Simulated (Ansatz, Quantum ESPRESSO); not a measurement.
# Aluminum (Fm-3m): electron-phonon coupling, part 3 of 4

Aim: phonons of metallic Aluminum (Fm-3m) and how strongly they couple to the electrons.

Quantum ESPRESSO 7.5; DFT LDA, scalar-relativistic, plane waves, PseudoDojo norm-conserving pseudopotentials.

So far. Step 7 (Phonons on a q mesh): The acoustic modes at Γ come out as far as 0.3 cm⁻¹ from zero, where they should vanish, a small numerical error. Step 9 (Dispersion): All branches are real along the path. The relaxed cell has a = 3.975 Å (conventional setting).

## Step 10: Sums over the zone

Sums over the zone need many more wavevectors than were solved, so the interpolation is sampled on a dense mesh.

matdyn.in reads:

```
 &input
    asr='crystal',
    flfrc='x.fc',
    dos=.true.,
    fldos='x.dos',
    nk1=20,
    nk2=20,
    nk3=20,
    deltaE=1.0,
    la2F=.true.,
 /
```

Run with:

```
> matdyn.x -in matdyn.in > matdyn.out
```

Numbers of over 12 decimals in the logs are rounded to 6 here.

Log:

```text
[banner, memory and clock lines left out]
Program MATDYN v.7.5

 mass for atomic type   1 not given; uses mass from file x.fc
 Norm of the difference between old and new effective charges:    0.000000

 Norm of the difference between old and new force-constants:   4.11362e-08

     Message from routine matdyn:
     Z* not found in file x.fc, TO-LO splitting at q=0 will be absent!
 Norm of the difference between old and new effective charges:    0.000000

 Norm of the difference between old and new force-constants:   7.1537e-14

 Norm of the difference between old and new effective charges:    0.000000

 Norm of the difference between old and new force-constants:   1.17303e-05

 Norm of the difference between old and new effective charges:    0.000000

 Norm of the difference between old and new force-constants:   5.45379e-05

 Norm of the difference between old and new effective charges:    0.000000

 Norm of the difference between old and new force-constants:   0.000101028

 Norm of the difference between old and new effective charges:    0.000000

 Norm of the difference between old and new force-constants:   0.000156023

 Norm of the difference between old and new effective charges:    0.000000

 Norm of the difference between old and new force-constants:   0.000214692

 Norm of the difference between old and new effective charges:    0.000000

 Norm of the difference between old and new force-constants:   0.000276702

 Norm of the difference between old and new effective charges:    0.000000

 Norm of the difference between old and new force-constants:   0.000350875

 Norm of the difference between old and new effective charges:    0.000000

 Norm of the difference between old and new force-constants:   0.000445609

 Norm of the difference between old and new effective charges:    0.000000

 Norm of the difference between old and new force-constants:   0.000562891

Note: The following floating-point exceptions are signalling: IEEE_UNDERFLOW_FLAG
```

Run time: 16 s. Hardware: 1 thread of Intel Xeon Platinum 8488C (Sapphire Rapids), shared host.

This step gave:

| Quantity | Value |
| --- | --- |
| share of modes beyond 3i cm⁻¹ on the dense interpolated mesh | 0 |
| electron-phonon coupling constant | 0.3908 |
| logarithmic mean frequency weighted by the coupling | 331.5 K |
| zero-point energy per atom | 40.3 meV |
| heat capacity at 300 K | 22.68 J/(mol atoms K) |
| vibrational entropy at 300 K | 26.35 J/(mol atoms K) |

Tetrahedra. Table of phonon density of states by wavenumber; read off at these points:

| wavenumber (cm⁻¹) | phonon density of states (1/cm⁻¹/cell) |
| --- | --- |
| 0.0 | 0 |
| 10.0 | 1.0e-5 |
| 20.0 | 3.0e-5 |
| 30.0 | 2.2e-4 |
| 40.0 | 2.6e-4 |
| 50.0 | 4.8e-4 |
| 60.0 | 7.2e-4 |
| 70.0 | 0.00102 |
| 80.0 | 0.00142 |
| 90.0 | 0.00191 |
| 100.0 | 0.00262 |
| 110.0 | 0.00347 |
| 120.0 | 0.00471 |
| 130.0 | 0.00663 |
| 140.0 | 0.00988 |
| 150.0 | 0.0171 |
| 160.0 | 0.0177 |
| 170.0 | 0.0182 |
| 180.0 | 0.0188 |
| 190.0 | 0.0195 |
| 200.0 | 0.0206 |
| 204.0 | 0.0212 |
| 210.0 | 0.0159 |
| 220.0 | 0.0120 |
| 230.0 | 0.00998 |
| 240.0 | 0.0101 |
| 250.0 | 0.0101 |
| 260.0 | 0.00977 |
| 270.0 | 0.00865 |
| 280.0 | 0.00652 |
| 290.0 | 0.0237 |
| 300.0 | 0.0277 |
| 310.0 | 0.0138 |
| 320.0 | 0.00809 |
| 330.0 | 0.00303 |

Harmonic thermodynamic functions per atom, summed over the density of states scaled to three modes an atom; melting is ignored. Thermodynamic functions:

| T (K) | F_vib (meV/atom) | S (J/mol-atom/K) | C_V (J/mol-atom/K) |
| --- | --- | --- | --- |
| 0 | 40.3 | 0 | 0 |
| 50 | 40.18 | 1 | 3.243 |
| 100 | 38.47 | 6.08 | 12.13 |
| 200 | 26 | 17.59 | 20.27 |
| 300 | 3.01 | 26.35 | 22.68 |
| 400 | -27.9 | 33.02 | 23.63 |
| 500 | -64.99 | 38.35 | 24.09 |
| 600 | -107.1 | 42.77 | 24.35 |
| 700 | -153.4 | 46.53 | 24.5 |
| 800 | -203.4 | 49.81 | 24.61 |
| 900 | -256.6 | 52.72 | 24.68 |
| 1000 | -312.6 | 55.32 | 24.73 |

λ by broadening:

```
broadening (Ry)  lambda  N(E_F) (states/spin/Ry/cell)  ω_log (K)
          0.005  0.4194                         2.497      347.3
           0.01  0.3847                         2.607      330.5
          0.015  0.3863                         2.639      330.8
           0.02  0.3908                         2.643      331.5
          0.025  0.3914                         2.645      331.1
           0.03  0.3914                         2.648      329.8
          0.035  0.3921                         2.651      328.3
           0.04  0.3935                         2.653      326.8
          0.045  0.3952                         2.655      325.5
           0.05   0.397                         2.656      324.4
```

Gaussian broadening 0.02 Ry. Alpha^2 F against phonon energy; read off at these points:

```
phonon energy (meV)  alpha^2 F
                3.0          0
                4.0     1.0e-4
                5.0     3.0e-4
                6.0     5.9e-4
                7.0    0.00110
                8.0    0.00170
                9.0    0.00271
               10.0    0.00393
               11.0    0.00567
               12.0    0.00829
               13.0     0.0111
               14.0     0.0156
               15.0     0.0208
               16.0     0.0293
               17.0     0.0415
               18.0     0.0723
               19.0     0.0948
               20.0      0.108
               21.0      0.122
               22.0      0.145
               23.0      0.172
               24.0      0.202
               25.0      0.248
               25.2      0.269
               26.0      0.199
               27.0      0.183
               28.0      0.171
               29.0      0.190
               30.0      0.209
               31.0      0.226
               32.0      0.241
               33.0      0.256
               34.0      0.182
               35.0      0.245
               36.0      0.695
               37.0      0.764
               37.1      0.778
               38.0      0.448
               39.0      0.285
               40.0      0.174
               41.0     0.0546
```

At 300 K the heat capacity has reached 91 % of the Dulong-Petit value.

## Step 11: The same in Ansatz

A second program on the same cell, potentials, cutoff and meshes tests the implementation of the phonon response, not its convergence. Its couplings are summed in its own way. Its k mesh is centred on Γ.

This step: DFT LDA, scalar-relativistic, plane waves, PseudoDojo norm-conserving pseudopotentials (Ansatz 0.2.0).

input.yaml reads:

```yaml
crystal:
  lattice:
    - [-1.987414167, 0.0, 1.987414167]
    - [0.0, 1.987414167, 1.987414167]
    - [-1.987414167, 1.987414167, 0.0]
  atoms:
    - { symbol: Al, position: [0.0, 0.0, 0.0] }
kpoints:
  mp_grid: { grid: [16, 16, 16] }
hamiltonian:
  xc: lda
  pseudopotentials: { kind: nc, accuracy: standard }
scf:
  occupations: { method: methfessel_paxton, width: 0.27211 }
output:
  eigenvalues: true
basis:
  ecutwfc: 598.65
phonons:
  method: dfpt
  qmesh: [4, 4, 4]
  temperatures: { t_max: 1000, t_step: 50 }
  qpath:
    path:
      - [[0.0, 0.0, 0.0], [0.0, 0.5, 0.5], [0.0, 0.625, 0.375]]
      - [[-0.375, 0.375, 0.0], [0.0, 0.0, 0.0], [0.0, 0.5, 0.0], [-0.25, 0.5, 0.25], [0.0, 0.5, 0.5]]
    npoints: 12
  electrical_resistivity: { temperatures: [77, 300], mesh: [32, 32, 32] }
```

Run with:

```
> ansatz run input.yaml --threads 2 --pin off --max-ram 4096MiB --backend cpu --events-out ev --progress --plain --runs-dir out
```

Log:

```text
Warning: basis.ecutwfc = 598.65 eV is below the records' recommended 598.650497 eV, and the density's cutoff is lower with it unless basis.ecutrho_ratio is high enough to keep the records' density cutoff: compare with a run at a higher cutoff
Engine: ansatz 0.2.0, x86_64-unknown-linux-gnu
Pseudopotentials: kind: nc
Pseudopotential: Al, nc, valence charge 3, recommended cutoff 598.650497 eV (normal), Al.nc.azcp (PseudoDojo's, or run here from an input of PseudoDojo's; its table is named by hamiltonian.pseudopotentials.accuracy)
Functional definition: SPW92
  exchange = slater_x
  correlation = pw_c
Crystal: 1 atoms, lattice volume = 15.700 Å³
Basis set: ecut = 598.65 eV, 531 PW (Γ), exchange–correlation on 48×48×48 points (8 copies of the dense FFT grid, shifted against one another)
Bands: 6, of which v1, the nominal top of the filled ones, is band 2 counted from 1 (1 counted from 0)
Symmetry: 48 space group operations
k-points: 145 of 4096
Non-local potential: Al, projectors of the file, l = 0: 2, l = 1: 2, l = 2: 2
Initial density: superposition of atomic densities (chi_scale 0.1, normalization cell)
Initial wavefunctions: pseudopotential atomic-orbital guess
Functional: x = slater, c = lda
SCF iter   1: F=—  HF=-64.335823 eV  |F-HF|=—  |Δ(HF+E_count)|=         —  Δρ=2.22e-2  dr2=7.42e-2  ethr=3.10e-3  ⟨swp⟩=5.3  Hψ=8136  notcnv=0
preconditioner: auto → none  [metal: Δε(μ)=0.096 eV  Ē_g=13.602 eV  σ=0.272 eV  W_gap=0.29  n_scr=0 (ndim 8)  ℏωp=16.2 eV  f_vac=0.000  D(μ)=0.30/eV (n_scr^D=0)]
SCF iter   2: F=—  HF=-64.315436 eV  |F-HF|=—  |Δ(HF+E_count)|=   2.04e-2  S|Δr|=    0.00e0  Δρ=1.04e-2  dr2=1.62e-2  ethr=2.47e-3  ⟨swp⟩=1.0  Hψ=2030  notcnv=0
SCF iter   3: F=—  HF=-64.309888 eV  |F-HF|=—  |Δ(HF+E_count)|=   5.55e-3  S|Δr|=    0.00e0  Δρ=2.15e-4  dr2=7.05e-6  ethr=5.40e-4  ⟨swp⟩=1.0  Hψ=815  notcnv=0
SCF iter   4: F=—  HF=-64.309900 eV  |F-HF|=—  |Δ(HF+E_count)|=   1.23e-5  S|Δr|=    0.00e0  Δρ=2.47e-5  dr2=3.28e-8  ethr=2.35e-7  ⟨swp⟩=2.7  Hψ=1175  notcnv=0
SCF iter   5: F=—  HF=-64.309900 eV  |F-HF|=—  |Δ(HF+E_count)|=   2.11e-9  S|Δr|=    0.00e0  Δρ=4.94e-6  dr2=1.03e-9  ethr=1.09e-9  ⟨swp⟩=1.5  Hψ=901  notcnv=0
SCF iter   6: F=-64.309900 eV  HF=-64.309900 eV  |F-HF|=1.42e-13  |Δ(HF+E_count)|=  6.00e-10  S|Δr|=    0.00e0  Δρ=8.95e-8  dr2=1.06e-12  ethr=1.00e-12  ⟨swp⟩=7.4  Hψ=5342  notcnv=0
SCF 1 converged in 6 iterations: F = -64.309900 eV  dr2 = 1.06e-12
NSCF: frozen V_eff on 145 k-points
WARN: eigensolver did not converge in 10 slots of this pass, the one above among them; of largest residual over every band (k=63): 1 band(s) unlocked (lowest unlocked band 5, counted from 0; max residual 5.58e-2 eV among the unlocked bands, 5.58e-2 eV over every band); of lowest unlocked band (k=1): band 5
NSCF: frozen V_eff on 349 k-points
DFPT response loops at q = (0, 0, 0) (fractional): preconditioner auto → Kerker (q_TF=auto, 2.071 Å⁻¹) (partly filled bands, converged f_vac=0.000); β = 1.00, the filter's whole step (`scf.mixing.beta` (0.50) is not read by the response loops under this deck's `scf.mixing.preconditioner`; to damp them name `kerker` or `kerker_dos`, under which they read `scf.mixing.beta`, and type it under 1.00, their step now; both keys bind the ground state too); Broyden in place of MSR1
NSCF: frozen V_eff on 4352 k-points
DFPT response loops at q = (0, 0, 0.25) (fractional): mixed as the last ones told, above
NSCF: frozen V_eff on 2196 k-points
DFPT response loops at q = (0, 0, -0.5) (fractional): mixed as the last ones told, above
NSCF: frozen V_eff on 2320 k-points
DFPT response loops at q = (0, 0.25, 0.25) (fractional): mixed as the last ones told, above
NSCF: frozen V_eff on 8192 k-points
DFPT response loops at q = (0, 0.25, -0.5) (fractional): mixed as the last ones told, above
NSCF: frozen V_eff on 4352 k-points
DFPT response loops at q = (0, 0.25, -0.25) (fractional): mixed as the last ones told, above
NSCF: frozen V_eff on 1242 k-points
DFPT response loops at q = (0, -0.5, -0.5) (fractional): mixed as the last ones told, above
NSCF: frozen V_eff on 2320 k-points
DFPT response loops at q = (0.25, -0.5, -0.25) (fractional): mixed as the last ones told, above
SCF iter   1: F=—  HF=-64.335823 eV  |F-HF|=—  |Δ(HF+E_count)|=         —  Δρ=2.22e-2  dr2=7.42e-2  ethr=3.10e-3  ⟨swp⟩=5.3  Hψ=8136  notcnv=0
SCF iter   2: F=—  HF=-64.315436 eV  |F-HF|=—  |Δ(HF+E_count)|=   2.04e-2  S|Δr|=    0.00e0  Δρ=1.04e-2  dr2=1.62e-2  ethr=2.47e-3  ⟨swp⟩=1.0  Hψ=2030  notcnv=0
SCF iter   3: F=—  HF=-64.309888 eV  |F-HF|=—  |Δ(HF+E_count)|=   5.55e-3  S|Δr|=    0.00e0  Δρ=2.15e-4  dr2=7.05e-6  ethr=5.40e-4  ⟨swp⟩=1.0  Hψ=815  notcnv=0
SCF iter   4: F=—  HF=-64.309900 eV  |F-HF|=—  |Δ(HF+E_count)|=   1.23e-5  S|Δr|=    0.00e0  Δρ=2.47e-5  dr2=3.28e-8  ethr=2.35e-7  ⟨swp⟩=2.7  Hψ=1175  notcnv=0
SCF iter   5: F=—  HF=-64.309900 eV  |F-HF|=—  |Δ(HF+E_count)|=   2.11e-9  S|Δr|=    0.00e0  Δρ=4.94e-6  dr2=1.03e-9  ethr=1.09e-9  ⟨swp⟩=1.5  Hψ=901  notcnv=0
SCF iter   6: F=-64.309900 eV  HF=-64.309900 eV  |F-HF|=1.42e-13  |Δ(HF+E_count)|=  6.00e-10  S|Δr|=    0.00e0  Δρ=9.01e-8  dr2=1.08e-12  ethr=1.00e-12  ⟨swp⟩=1.9  Hψ=2305  notcnv=0
SCF 2 converged in 6 iterations: F = -64.309900 eV  dr2 = 1.08e-12
NSCF: frozen V_eff on 145 k-points
NSCF: frozen V_eff on 897 k-points
SCF converged after 6 iterations
Stability not checked: this state was not tested for a lower state beside it, because cold or Methfessel-Paxton smearing, or corrected tetrahedra, fill the levels in a way that the test cannot read (fill_not_monotonic; see scf.lower_state_search)
Free energy (F): -64.309900 eV
Harris-Foulkes:  -64.309900 eV  (|F-HF|=1.42e-13)
Internal energy: -64.310994 eV  (E = F + TS)
E sigma→0 (E₀):  -64.310174 eV
Entropy (-TS):   0.001094 eV (1.094 meV/atom)
Fermi energy:    8.277578 eV
--- Per-component energies (eV) ---
  E_band       = 11.039951
  E_kinetic    = 24.096277
  E_local      = 5.187903  (includes V_loc(G=0)·N_el)
  E_nonlocal   = 11.668396
  E_hartree    = 0.101551
  E_xc         = -30.621832
  E_vxc        = -30.115727  (∫ρ·V_xc dr)
  E_ewald      = -74.743290
  E_smearing   = 0.001094  (= −TS)
  E_closure    = -0.000000  (closes the sum)
  Σ components = -64.309900   (vs F -64.309900, Δ=0.00e0)
--- Band table (eV; the first three rows and the last of 145) ---
  k-point 0: bands = ["-3.2204", "21.0818", "21.0818", "21.0818", "22.7316", "22.7316"]
  k-point 1: bands = ["-3.1110", "19.3029", "20.7256", "20.7256", "23.2551", "23.2551"]
  k-point 2: bands = ["-2.7832", "16.7429", "20.1640", "20.1640", "23.3702", "24.2556"]
  k-point 144: bands = ["7.3416", "7.3416", "8.3604", "9.4907", "24.4210", "24.4210"]
--- Phonons (Γ-DFPT): 1 representative perturbation + reference (Σ response iterations 3) ---
  ASR residual: 2.975e-5 → 0.000e0 eV/Å²; symmetrization residual: 6.776e-21 eV/Å²
  ASR residual per site (eV/Å²): 2.98e-5
  Γ frequencies (cm⁻¹): 0.00 0.00 0.00
--- Phonons (arbitrary-q DFPT): 8 irreducible q on the 4×4×4 mesh ---
  q = [0.0000, 0.0000, 0.0000] (star 1, of the zone-centre solve; hermiticity 9.94e-27, symmetrization 5.69e-16): -0.00 -0.00 0.00
  q = [0.0000, 0.0000, 0.2500] (star 8, 1 solved perturbation on 2176 of 4096 k-point pairs; hermiticity 2.58e-15, symmetrization 4.83e-15, the responses' own estimated error 1.1e-7 eV/Å²): 116.06 116.06 237.56
  q = [0.0000, 0.0000, -0.5000] (star 4, 1 solved perturbation on 1098 of 4096 k-point pairs; hermiticity 4.69e-12, symmetrization 2.34e-12, the responses' own estimated error 1.4e-7 eV/Å²): 145.65 145.65 332.83
  q = [0.0000, 0.2500, 0.2500] (star 6, 2 solved perturbations in 1808 linear systems a pass and spin channel, the states on 1160 of 4096 k-point pairs; hermiticity 5.63e-16, symmetrization 1.54e-15, the responses' own estimated error 1.3e-7 eV/Å²): 144.91 144.91 252.99
  q = [0.0000, 0.2500, -0.5000] (star 24, 2 solved perturbations in 6272 linear systems a pass and spin channel, the states on 4096 of 4096 k-point pairs; hermiticity 2.79e-11, symmetrization 1.28e-13, the responses' own estimated error 1.7e-7 eV/Å²): 178.95 227.93 301.06
  q = [0.0000, 0.2500, -0.2500] (star 12, 2 solved perturbations in 3336 linear systems a pass and spin channel, the states on 2176 of 4096 k-point pairs; hermiticity 7.06e-16, symmetrization 2.04e-15, the responses' own estimated error 1.5e-7 eV/Å²): 160.87 223.40 281.89
  q = [0.0000, -0.5000, -0.5000] (star 3, 2 solved perturbations in 970 linear systems a pass and spin channel, the states on 621 of 4096 k-point pairs; hermiticity 2.63e-13, symmetrization 8.76e-14, the responses' own estimated error 2.0e-7 eV/Å²): 204.59 204.59 333.43
  q = [0.2500, -0.5000, -0.2500] (star 6, 2 solved perturbations in 1749 linear systems a pass and spin channel, the states on 1160 of 4096 k-point pairs; hermiticity 1.06e-13, symmetrization 5.24e-14, the responses' own estimated error 1.9e-7 eV/Å²): 225.22 278.24 278.24
  sum rule: each row above includes the acoustic sum rule's correction from the zone centre's row sums; it moved no ω² by more than (0.55 cm⁻¹)²
  mesh force constants: q→R imaginary residual 0.00e0; ASR residual 2.975e-5 → 0.000e0 eV/Å²; symmetrization residual 3.553e-15 eV/Å²
  interpolated dispersion: 74 rows × 3 modes
  density of states and harmonic sums: on the 28×28×28 q-mesh, interpolated from the force constants of a 4×4×4 supercell (no non-analytic term)
  largest difference from the sums on the solved wave vectors: F 9.27e-3 eV, S 1.33e-5 and C_V 4.03e-6 eV/K
  zero-point energy: 0.040302 eV/cell   skipped modes (ω ≤ 0): 3   left out of the sums: 4.56e-5 of the cell's modes: C_V's classical limit lies that fraction below 3 k_B per atom; for a crystal, a wire or a layer, F and S can be off by more, and a phonons.interpolated_qmesh denser along its periods is the remedy for the sampling
--- Electrical resistivity: potentials and phonons of a 4×4×4 supercell ---
  scattering by harmonic phonons alone, with no dipole-dipole term; scattering by other electrons, impurities, surfaces and spin disorder is left out, and so is spin–orbit coupling
  the resistivity is that of a variational response, whose dependence on the energy is improved iteratively
  at the Fermi level of each mesh (of a tensor a third of its trace):
           mesh   spin    states/(eV spin)  plasma energy (eV)         λ      λ_tr    ħω_log (meV)
       32×32×32                     0.1957             12.5173    0.4224    0.3434          25.015
       16×16×16                     0.1848             12.4924    0.4048    0.3244          25.677
          8×8×8                     0.1896             12.4251    0.4064    0.3311          26.354
  resistivity on the deck's mesh, µΩ·cm:
     T (K)       trace/3  mesh converged            xx            yy            zz    lowest order   relaxation time
     77.00     1.8763e-1              no     1.8763e-1     1.8763e-1     1.8763e-1       2.4562e-1         2.0117e-1
    300.00      2.3761e0              no      2.3761e0      2.3761e0      2.3761e0        2.4187e0          2.8712e0
  mean free path at 77 K (of a tensor a third of its trace): 349 nm by what each carries, 267 by the Fermi surface alone
  Hall coefficient in a weak field at 77 K (a third of the trace): -2.502e-11 m³/C (as a tensor it moves by 8.5 % between the two finest meshes); by each state's relaxation time: -3.103e-11 m³/C; by a constant relaxation time: -1.378e-11 m³/C
  mean free path at 300 K (of a tensor a third of its trace): 22.5 nm by what each carries, 21.1 by the Fermi surface alone
  Hall coefficient in a weak field at 300 K (a third of the trace): -2.556e-11 m³/C (as a tensor it moves by 2.9 % between the two finest meshes); by each state's relaxation time: -3.167e-11 m³/C; by a constant relaxation time: -1.329e-11 m³/C
  the resistivity times a path that all electrons share, by the Fermi surface of the deck's mesh alone (a third of the trace): 5.002e-16 Ω·m²
  not converged in the mesh (λ; λ_tr; the resistivity at 77 K by 6.24 %; the resistivity at 300 K by 5.10 %): between neighbouring meshes, the two finest first, λ moves by 4.16 % and 0.39 %, λ_tr by 5.54 % and 2.06 % and the resistivity by up to 6.24 % and 2.55 %; an estimate, no bound, puts it up to 5.1e-7 % above the Boltzmann equation's exact value after up to 4 iterations (at most 30 are made, fewer where the estimate is under 1.0e-6 % of each spin channel's own resistivity)
  vibrations of 64 cells: unjudged by the run; compare a larger repeat
  the changes of the potential over all sites missed a rigid shift's by 0.00 % (the site terms' by 0.00 %)
  at the force constants' own smearing the fine mesh and the k-points of their solves give squared frequencies that differ by 10.6 % of the larger at the most, at (0, 0.25, 0.25)
```

Run time: 2.4 min. Hardware: 2 threads; peak memory 1.8 GiB.

Numbers from this step:

```
sum-rule residual before enforcement                : 2.98e-5 eV/Å²
electron-phonon coupling constant                   : 0.4224
logarithmic mean frequency weighted by the coupling : 290.3 K
vibrational entropy at 300 K                        : 26.38 J/(mol atoms K)
```

[end of part 3 of 4]

[Host names and launcher messages were left out of these logs when they were recorded.]

[Logs are printed without paths, hosts, clocks, repeated set-up lines and the standing remarks that a program may print on its own settings, such as how far it seeks lower states.]

[Hosts, paths, dates, database ids (printed as entryN), source tags and the programs' standing remarks are cut or masked in the printed files.]
